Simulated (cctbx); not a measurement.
## A crystallographic session in cctbx: CeMn8Al2Pt2

Library: cctbx 2025.11. The data are simulated by the first script.

## 1. Simulate the data

run.py:

```python
from cctbx import adptbx, crystal, miller, sgtbx, xray
from cctbx.array_family import flex
from iotbx.shelx import hklf
from scitbx import matrix
import scitbx.random

cs = crystal.symmetry(unit_cell=(8.391, 9.589, 8.4, 90, 90, 90), space_group_symbol='Hall: -C 2c 2')  # Cmcm
atoms = [  # label, site, U (iso, or U11 U22 U33 U12 U13 U23 in A^2), occupancy
    ("Pt1", (0.25, 0.75, 0.5), (0.0154, 0.0165, 0.0182, 0.0005, -0.0008, -0.0020), 1),
    ("Ce1", (0.5, 0.8744, 0.25), (0.0182, 0.0118, 0.0131, 0.0000, 0.0000, 0.0000), 1),
    ("Mn1", (0.7325, 0, 0.5), (0.0226, 0.0271, 0.0249, 0.0000, 0.0000, -0.0013), 1),
    ("Mn2", (0.5, 0.8398, 0.8968), (0.0159, 0.0196, 0.0239, 0.0000, 0.0000, -0.0019), 1),
    ("Mn3", (0.8457, 0.1297, 0.75), (0.0189, 0.0254, 0.0204, -0.0017, 0.0000, 0.0000), 1),
    ("Mn4", (0.2371, 0.8603, 0.75), (0.0207, 0.0220, 0.0327, -0.0014, 0.0000, 0.0000), 1),
    ("Al1", (0.5, 0.6259, 0.4488), (0.0314, 0.0262, 0.0359, 0.0000, 0.0000, -0.0007), 1),
]
xs = xray.structure(crystal_symmetry=cs)
for label, site, u, occ in atoms:
    u = adptbx.u_cif_as_u_star(cs.unit_cell(), u) if isinstance(u, tuple) else u
    xs.add_scatterer(xray.scatterer(label, site=site, u=u, occupancy=occ))
xs.set_inelastic_form_factors(0.71073, "sasaki")
xs.show_summary()
p1 = xs.expand_to_p1()
ms = miller.build_set(p1, anomalous_flag=True, d_min=0.84)
flex.set_random_seed(114771)
scitbx.random.set_random_seed(114771)
ms = ms.select(flex.random_double(ms.size()) < 0.7)
i = ms.structure_factors_from_scatterers(p1, algorithm="direct").f_calc().as_intensity_array().data()
i = i * 20000 / flex.max(i)
sig = flex.sqrt(i + flex.pow2(0.015 * i) + 2 ** 2)
noise = scitbx.random.variate(scitbx.random.normal_distribution())(i.size())
data = ms.array(data=i + sig * noise, sigmas=sig).set_observation_type_xray_intensity()
with open("data.hkl", "w") as f:
    data.export_as_shelx_hklf(f)
print("reflections written:", data.size(), " <I/sigma> = %.1f" % flex.mean(data.data() / data.sigmas()))
for h, a, b in list(data.sort("data"))[:12]:
    print("%4d%4d%4d %9.1f %7.1f" % (h + (a, b)))
```

```console
$ python run.py
```

```text
Number of scatterers: 7
At special positions: 7
Unit cell: (8.391, 9.589, 8.4, 90, 90, 90)
Space group: C m c m (No. 63)
reflections written: 3276  <I/sigma> = 8.5
  -4   0   0   20081.4   331.7
   4   0   0   19964.2   331.7
   0  -4   2   19360.4   310.3
   0   4  -2   19235.9   310.3
   0   4   2   18230.3   310.3
   0   0  -4   17773.9   301.5
   2  -4   0   11580.4   201.0
  -2   4   0   11568.8   201.0
   2   4   0   11469.0   201.0
   0   4  -6   10562.2   185.5
   0   4   6   10524.4   185.5
   0  -4  -6   10475.1   185.5
```

Run time: 0.26 s on 1 thread of Arm Neoverse V2 (shared host), peak memory 0.07 GiB.

## 2. Symmetry

run.py:

```python
from cctbx import crystal, sgtbx, statistics
from cctbx.array_family import flex
from iotbx.shelx import hklf

p1 = crystal.symmetry(unit_cell=(8.391, 9.589, 8.4, 90, 90, 90), space_group_symbol="P 1")
raw = hklf.reader(file_name="data.hkl").as_miller_arrays(crystal_symmetry=p1, anomalous=True)[0]
print(raw.size(), "reflections to d = %.3f A" % raw.d_min())
isig = raw.data() / raw.sigmas()
print("centring   violations  <I/sigma> of those")
best = "P"
for c in "ABCIRF":
    a = raw.customized_copy(space_group_info=sgtbx.space_group_info("Hall: %s 1" % c)).sys_absent_flags().data()
    m = flex.mean(isig.select(a))
    print("%5s %10d of %5d %8.1f" % (c, (isig.select(a) > 4).count(True), a.count(True), m))
    if (isig.select(a) > 4).count(True) < 0.01 * a.count(True):
        best = c
raw = raw.select(~raw.customized_copy(space_group_info=sgtbx.space_group_info("Hall: %s 1" % best)).sys_absent_flags().data())
isig = raw.data() / raw.sigmas()
rows = []
for s in sgtbx.space_group_symbol_iterator():
    g = sgtbx.space_group(s)
    if g.conventional_centring_type_symbol() != best or not g.is_compatible_unit_cell(p1.unit_cell(), 1e-3, 0.02):
        continue
    rows.append((s, g))
print("Laue class    unique    Rint  (classes that these axes allow; Friedel mates merged)")
rint = {}
for s, g in rows:
    laue = g.build_derived_patterson_group()
    key = laue.type().hall_symbol()
    if key not in rint:
        m = raw.customized_copy(space_group_info=laue.info(), anomalous_flag=False).merge_equivalents()
        rint[key] = m.r_int()
        print("%-14s %6d %7.3f" % (laue.type().lookup_symbol(), m.array().size(), m.r_int()))
floor = min(rint.values())
good = [(s, g) for s, g in rows if rint[g.build_derived_patterson_group().type().hall_symbol()] < 2 * floor + 0.03]
top = max(g.build_derived_patterson_group().order_z() for s, g in good)
print("space group    extra absences  I>4sigma  <I/sigma>")
for s, g in good:
    laue = g.build_derived_patterson_group()
    if laue.order_z() != top:
        continue
    a = raw.customized_copy(space_group_info=g.info()).sys_absent_flags().data()
    a &= ~raw.customized_copy(space_group_info=laue.info()).sys_absent_flags().data()
    bad = (isig.select(a) > 4).count(True)
    if bad <= 0.03 * a.count(True):
        print("%-16s %8d %10d %9s  %s" % (s.universal_hermann_mauguin(), a.count(True), bad, "%.1f" % flex.mean(isig.select(a)) if a.count(True) else "-", "centric" if g.is_centric() else "acentric"))
laue = max(good, key=lambda t: t[1].build_derived_patterson_group().order_z())[1].build_derived_patterson_group()
f = raw.customized_copy(space_group_info=laue.info(), anomalous_flag=False).merge_equivalents().array().eliminate_sys_absent().f_sq_as_f()
f.set_observation_type_xray_amplitude()
bins = max(3, min(8, f.size() // 12))
f.setup_binner(n_bins=bins)
w = statistics.wilson_plot(f, {e: n / laue.order_z() for e, n in {'Pt': 8.0, 'Ce': 4.0, 'Mn': 32.0, 'Al': 8.0}.items()}, e_statistics=True)
print("Wilson B = %.2f A^2   <|E^2-1|> = %.3f (0.968 centric, 0.736 acentric)   E^2>4: %.1f %%" % (w.wilson_b, w.mean_e_sq_minus_1, w.percent_e_sq_gt_2))
print("shell (A)         n   <I/sigma>")
m = raw.customized_copy(space_group_info=laue.info(), anomalous_flag=False).merge_equivalents().array().eliminate_sys_absent()
for b in m.setup_binner(n_bins=bins).range_used():
    sel = m.binner().selection(b)
    print("%5.2f - %4.2f %6d %8.1f" % (min(m.binner().bin_d_range(b)[0] if m.binner().bin_d_range(b)[0] > 0 else 99, 99), m.binner().bin_d_range(b)[1], sel.count(True), flex.mean((m.data() / m.sigmas()).select(sel))))
```

```console
$ python run.py
```

```text
3276 reflections to d = 0.840 A
centring   violations  <I/sigma> of those
    A        583 of  1619      5.6
    B        583 of  1653      5.4
    C          0 of  1632      0.1
    I        593 of  1625      5.4
    R        891 of  2183      8.5
    F        583 of  2452      3.7
Laue class    unique    Rint  (classes that these axes allow; Friedel mates merged)
C 1 2/m 1         624   0.020
C 2/m 1 1         632   0.020
C m m m           364   0.022
space group    extra absences  I>4sigma  <I/sigma>
C 2 2 21                9          0      -0.2  acentric
C 2 2 2                 0          0         -  acentric
C m m 2                 0          0         -  acentric
C m c 21               54          0       0.1  acentric
C 2 m m                 0          0         -  acentric
C m 2 m                 0          0         -  acentric
C 2 c m                54          0       0.1  acentric
C m c m                54          0       0.1  centric
C m m m                 0          0         -  centric
Wilson B = 1.64 A^2   <|E^2-1|> = 0.988 (0.968 centric, 0.736 acentric)   E^2>4: 4.6 %
shell (A)         n   <I/sigma>
 8.40 - 1.68     55     40.9
 1.68 - 1.33     47     36.1
 1.33 - 1.16     45     39.4
 1.16 - 1.06     39     28.2
 1.06 - 0.98     53     33.9
 0.98 - 0.92     41     32.6
 0.92 - 0.88     43     25.8
 0.88 - 0.84     41     23.5
```

Time: 0.25 s.

## 3. Patterson map

run.py:

```python
from cctbx import crystal, maptbx
from iotbx.shelx import hklf

cs = crystal.symmetry(unit_cell=(8.391, 9.589, 8.4, 90, 90, 90), space_group_symbol='Hall: -C 2c 2')  # Cmcm
raw = hklf.reader(file_name="data.hkl").as_miller_arrays(crystal_symmetry=cs, anomalous=True)[0]
merged = raw.eliminate_sys_absent().merge_equivalents()
fo2 = merged.array().set_observation_type_xray_intensity()
f = fo2.average_bijvoet_mates().f_sq_as_f()
pm = f.patterson_map(symmetry_flags=maptbx.use_space_group_symmetry, sharpening=False, resolution_factor=0.25)
peaks = pm.peak_search(parameters=maptbx.peak_search_parameters(min_distance_sym_equiv=0.4, max_clusters=14)).all()
top = peaks.heights()[0]
print("Patterson group", f.patterson_symmetry().space_group_info())
print("      u       v       w   height  length (A)")
for x, h in zip(peaks.sites(), peaks.heights()):
    y = [t - round(t) for t in x]
    print("%7.3f %7.3f %7.3f %8.1f %8.2f" % (x + (1000 * h / top, cs.unit_cell().length(y))))
```

```console
$ python run.py
```

```text
Patterson group C m m m
      u       v       w   height  length (A)
  0.000   0.000   0.000   1000.0     0.00
  0.000   0.500   0.000    723.0     4.79
  0.000   0.000   0.500    694.6     4.20
  0.000   0.500   0.500    671.6     6.37
  0.000   0.251   0.500    410.9     4.84
  0.247   0.124   0.250    272.9     3.18
  0.000   0.250   0.000    268.3     2.40
  0.000   0.387   0.250    172.2     4.26
  0.000   0.110   0.250    156.6     2.35
  0.156   0.500   0.000    118.5     4.97
  0.259   0.000   0.500     89.2     4.73
  0.250   0.098   0.404     82.9     4.10
  0.249   0.099   0.093     82.7     2.43
  0.250   0.250   0.000     75.2     3.19
```

Time: 0.25 s.

## 4. Charge flipping

run.py:

```python
import itertools
from cctbx import crystal, maptbx
from cctbx.array_family import flex
from iotbx.shelx import hklf
from smtbx.ab_initio import charge_flipping as cf

cs = crystal.symmetry(unit_cell=(8.391, 9.589, 8.4, 90, 90, 90), space_group_symbol='Hall: -C 2c 2')  # Cmcm
raw = hklf.reader(file_name="data.hkl").as_miller_arrays(crystal_symmetry=cs, anomalous=True)[0]
merged = raw.eliminate_sys_absent().merge_equivalents()
fo2 = merged.array().set_observation_type_xray_intensity()
f = fo2.average_bijvoet_mates().f_sq_as_f().resolution_filter(d_min=0.84)
p1 = f.expand_to_p1()
work = p1
flex.set_random_seed(15884)
it = cf.weak_reflection_improved_iterator(delta=None, weak_reflection_fraction=0.1)
it.start(work, phases=flex.random_double(p1.size()) * 6.2832, f_000=0)
it.delta = 1.1 * it.rho_map.sigma()
print("cycle      R  skewness")
for n, st in enumerate(itertools.islice(it, 200)):
    if n % 16 == 0:
        print("%5d %6.3f %8.2f" % (n, st.r1_factor(), st.rho_map.skewness()))
rho = p1.phase_transfer(it.f_calc).fft_map().apply_volume_scaling()
polish = cf.low_density_elimination_iterator(constant_rho_c=rho.sigma())
polish.start(f_obs=p1, phases=it.f_calc, f_000=0)
for _ in range(8):
    next(polish)
print("origin shift          correlation  skewness")
maps = []
for fc, shift, cc in itertools.islice(cf.f_calc_symmetrisations(f, polish.f_calc, 0), 4):
    m = f.phase_transfer(fc).fft_map(symmetry_flags=maptbx.use_space_group_symmetry, resolution_factor=0.25).apply_sigma_scaling()
    maps.append((m.skewness(), cc, m))
    print("%6.3f %6.3f %6.3f %10.3f %9.2f" % (tuple(shift) + (cc, m.skewness())))
skew, cc, m = max((t for t in maps if t[1] > maps[0][1] - 0.04), key=lambda t: t[0])
print("taken: symmetry correlation %.3f, skewness %.2f" % (cc, skew))
peaks = m.peak_search(parameters=maptbx.peak_search_parameters(min_distance_sym_equiv=0.9, max_clusters=12)).all()
sps = cs.special_position_settings(min_distance_sym_equiv=0.5)
print("peak      x       y       z  mult  height/sigma")
for k, (x, h) in enumerate(zip(peaks.sites(), peaks.heights())):
    ss = sps.site_symmetry(x)
    print("Q%-3d %7.4f %7.4f %7.4f %4d %8.1f" % ((k + 1,) + tuple(t % 1 for t in ss.exact_site()) + (ss.multiplicity(), h)))
```

```console
$ python run.py
```

```text
cycle      R  skewness
    0  0.558     0.44
   16  0.477     2.36
   32  0.382     3.14
   48  0.357     3.49
   64  0.369     3.71
   80  0.330     4.51
   96  0.313     4.43
  112  0.322     4.42
  128  0.332     4.30
  144  0.345     4.42
  160  0.358     4.25
  176  0.350     4.27
  192  0.340     4.29
origin shift          correlation  skewness
 0.306  0.400  0.361      0.895      5.06
 0.306  0.149  0.361      0.893      5.02
 0.239  0.401  0.065      0.858      1.51
 0.239  0.151  0.065      0.858      1.37
taken: symmetry correlation 0.895, skewness 5.06
peak      x       y       z  mult  height/sigma
Q1    0.0000  0.0000  0.0000    4     16.9
Q2    0.0000  0.5000  0.0000    4     15.4
Q3    0.2535  0.1244  0.2500    8      4.9
Q4    0.0000  0.4160  0.2500    4      4.0
Q5    0.1717  0.3734  0.1211   16      3.5
Q6    0.0000  0.2407  0.0051    8      3.2
Q7    0.0000  0.1158  0.7500    4      2.9
Q8    0.0697  0.5013  0.2500    8      2.2
Q9    0.0714  0.2117  0.2500    8      2.1
Q10   0.0000  0.0974  0.6065    8      2.1
Q11   0.1596  0.0814  0.7500    8      1.9
Q12   0.0000  0.3907  0.7500    4      1.7
```

Time: 0.38 s.

## 5. Refinement (model from the peaks)

run.py:

```python
import math
from cctbx import adptbx, crystal, maptbx, sgtbx, xray
from cctbx.array_family import flex
from cctbx.xray import observations
from iotbx.shelx import hklf
from scitbx.lstbx import normal_eqns_solving
from smtbx import absolute_structure, utils
from smtbx.refinement import constraints, least_squares

cs = crystal.symmetry(unit_cell=(8.391, 9.589, 8.4, 90, 90, 90), space_group_symbol='Hall: -C 2c 2')  # Cmcm
atoms = [  # label, site, U (iso, or U11 U22 U33 U12 U13 U23 in A^2), occupancy
    ("Pt1", (0, 0, 0), 0.0200, 1),
    ("Pt2", (0, 0.5, 0), 0.0200, 1),
    ("Mn1", (0.2535, 0.1244, 0.25), 0.0200, 1),
    ("Mn2", (0, 0.416, 0.25), 0.0200, 1),
    ("Mn3", (0.1717, 0.3734, 0.1211), 0.0200, 1),
    ("Al1", (0, 0.2407, 0.0051), 0.0200, 1),
    ("Mn4", (0, 0.1158, 0.75), 0.0200, 1),
]
xs = xray.structure(crystal_symmetry=cs)
for label, site, u, occ in atoms:
    u = adptbx.u_cif_as_u_star(cs.unit_cell(), u) if isinstance(u, tuple) else u
    xs.add_scatterer(xray.scatterer(label, site=site, u=u, occupancy=occ))
xs.set_inelastic_form_factors(0.71073, "sasaki")
raw = hklf.reader(file_name="data.hkl").as_miller_arrays(crystal_symmetry=cs, anomalous=True)[0]
merged = raw.eliminate_sys_absent().merge_equivalents()
fo2 = merged.array().set_observation_type_xray_intensity()
print("Rint %.3f, %d unique reflections to %.2f A" % (merged.r_int(), fo2.size(), fo2.d_min()))
for sc in xs.scatterers():
    sc.flags.set_grad_site(True)
    sc.flags.set_grad_u_aniso(sc.flags.use_u_aniso())
    sc.flags.set_grad_u_iso(sc.flags.use_u_iso())
obs = fo2.as_xray_observations()
extra = {}
rep = constraints.reparametrisation(xs, [], utils.connectivity_table(xs), **extra)
ls = least_squares.crystallographic_ls(obs, rep, weighting_scheme=least_squares.mainstream_shelx_weighting(a=0, b=0))
print("cycle     R1     wR2    GooF  max shift (A)")
for cycle in range(6):
    ls.build_up()
    r1, wr2, goof = ls.r1_factor(cutoff_factor=2)[0], ls.wR2(), ls.goof()
    old = xs.sites_cart()
    normal_eqns_solving.levenberg_marquardt_iterations(ls, n_max_iterations=3, tau=0.0001, step_threshold=1e-7)
    big = flex.max((xs.sites_cart() - old).norms())
    print("%4d %7.4f %7.4f %7.3f %9.5f" % (cycle + 1, r1, wr2, goof, big))
    ls.build_up(objective_only=True)
    if abs(ls.wR2() - wr2) < 5e-5 and big < 5e-4:
        break
ls.build_up()
print("final R1 %.4f wR2 %.4f GooF %.3f  parameters %d  data/parameter %.1f" % (ls.r1_factor(cutoff_factor=2)[0], ls.wR2(), ls.goof(), ls.n_parameters, fo2.size() / ls.n_parameters))
cov = ls.covariance_matrix_and_annotations()
su = dict(zip(cov.annotations, (math.sqrt(max(v, 0)) for v in cov.matrix.matrix_packed_u_diagonal())))
a2 = cs.unit_cell().reciprocal_parameters()[0] ** -2
print("atom        x        y        z      Ueq    occ   su(xyz)  su(Uiso or U11)")
for sc in xs.scatterers():
    s = max(su.get(sc.label + k, 0) for k in (".x", ".y", ".z"))
    npd = "" if sc.is_positive_definite_u(cs.unit_cell()) else "  NPD"
    print("%-5s %8.5f %8.5f %8.5f %8.4f %6.3f %8.5f %7.4f%s" % ((sc.label,) + sc.site + (sc.u_iso_or_equiv(cs.unit_cell()), sc.occupancy, s, su.get(sc.label + ".uiso", su.get(sc.label + ".u11", 0) * a2), npd)))
fo = fo2.f_sq_as_f()
fc = fo.structure_factors_from_scatterers(xs, algorithm="direct").f_calc()
diff = fo.f_obs_minus_f_calc(1 / math.sqrt(ls.scale_factor()), fc).average_bijvoet_mates()
m = diff.fft_map(symmetry_flags=maptbx.use_space_group_symmetry, resolution_factor=0.25).apply_volume_scaling()
print("difference map: max %.2f min %.2f rms %.2f" % (m.statistics().max(), m.statistics().min(), m.statistics().sigma()))
peaks = m.peak_search(parameters=maptbx.peak_search_parameters(min_distance_sym_equiv=0.6, max_clusters=5)).all()
near = xs.closest_distances(peaks.sites(), distance_cutoff=4)
sps = cs.special_position_settings(min_distance_sym_equiv=0.5)
for k, (x, h) in enumerate(zip(peaks.sites(), peaks.heights())):
    ss = sps.site_symmetry(x)
    print("Q%-3d %7.4f %7.4f %7.4f %4d %7.2f  %.2f A from %s" % ((k + 1,) + tuple(t % 1 for t in ss.exact_site()) + (ss.multiplicity(), h, near.smallest_distances[k], xs.scatterers()[near.i_seqs[k]].label)))
```

```console
$ python run.py
```

```text
Rint 0.022, 342 unique reflections to 0.84 A
cycle     R1     wR2    GooF  max shift (A)
   1  0.4278  0.7335  33.067   0.34528
   2  0.3262  0.5543  24.989   0.35537
   3  0.3108  0.5173  23.322   0.01272
   4  0.3103  0.5175  23.328   0.00962
   5  0.3099  0.5174  23.326   0.00311
   6  0.3097  0.5174  23.327   0.00343
final R1 0.3096 wR2 0.5174 GooF 23.326  parameters 16  data/parameter 21.4
atom        x        y        z      Ueq    occ   su(xyz)  su(Uiso or U11)
Pt1    0.00000  0.00000  0.00000   0.0205  1.000  0.00000  0.0028
Pt2    0.00000  0.50000  0.00000   0.0069  1.000  0.00000  0.0024
Mn1    0.25624  0.12395  0.25000   0.0001  1.000  0.00288  0.0042
Mn2    0.00000  0.39454  0.25000   0.0325  1.000  0.00516  0.0109
Mn3    0.23947  0.40266  0.09421   0.0638  1.000  0.00565  0.0083
Al1    0.00000  0.24724 -0.01686   0.0001  1.000  0.00519  0.0075
Mn4    0.00000  0.11418  0.75000   0.0161  1.000  0.00381  0.0080
difference map: max 59.97 min -35.55 rms 5.22
Q1    0.0000  0.5000  0.0000    4   59.97  0.00 A from Pt2
Q2    0.0000  0.2510  0.5354    8   38.15  0.16 A from Al1
Q3    0.0841  0.1223  0.2500    8   30.15  1.44 A from Mn1
Q4    0.0996  0.3868  0.7500    8   25.27  1.21 A from Mn1
Q5    0.1677  0.0000  0.0000    8   21.04  1.41 A from Pt1
```

Time: 0.58 s.

Figures of merit this high mean that the model is still wrong or incomplete.

## 6. Charge flipping

run.py, as its changes from the last script of this kind:

```diff
@@ -13,2 +13,3 @@
-work = p1
-flex.set_random_seed(15884)
+p1.setup_binner_counting_sorted(reflections_per_bin=max(40, p1.size() // 12))
+work = p1.array(data=p1.data() / p1.amplitude_quasi_normalisations().data())
+flex.set_random_seed(15885)
@@ -19,2 +20,2 @@
-for n, st in enumerate(itertools.islice(it, 200)):
-    if n % 16 == 0:
+for n, st in enumerate(itertools.islice(it, 400)):
+    if n % 33 == 0:
```

```console
$ python run.py
```

```text
cycle      R  skewness
    0  0.541     0.32
   33  0.481     2.10
   66  0.483     2.03
   99  0.502     2.31
  132  0.480     2.21
  165  0.483     2.10
  198  0.499     2.05
  231  0.494     2.09
  264  0.491     2.26
  297  0.493     2.12
  330  0.490     2.19
  363  0.492     2.17
  396  0.486     2.25
origin shift          correlation  skewness
 0.256  0.377  0.300      0.886      2.52
 0.257  0.126  0.300      0.886      2.34
 0.255  0.380  0.052      0.881      2.02
 0.256  0.130  0.052      0.881      1.81
taken: symmetry correlation 0.886, skewness 2.52
peak      x       y       z  mult  height/sigma
Q1    0.0000  0.3617  0.0686    8      9.8
Q2    0.0000  0.1419  0.5720    8      8.6
Q3    0.0000  0.3596  0.5592    8      8.1
Q4    0.2530  0.0174  0.6468   16      3.6
Q5    0.0000  0.0223  0.7500    4      3.6
Q6    0.2549  0.2462  0.1767   16      2.9
Q7    0.1028  0.0105  0.1618   16      2.6
Q8    0.0840  0.4896  0.1608   16      2.4
Q9    0.0000  0.1391  0.0640    8      2.3
Q10   0.0000  0.2505  0.2500    4      1.9
Q11   0.0000  0.4638  0.7500    4      1.7
Q12   0.0000  0.2435  0.6572    8      1.6
```

It took 0.45 s on 1 thread of Arm Neoverse V2, on a shared host, peak memory 0.08 GiB.

[Logs are printed without paths, hosts, clocks, repeated set-up lines and the standing remarks that a program may print on its own settings, such as how far it seeks lower states.]
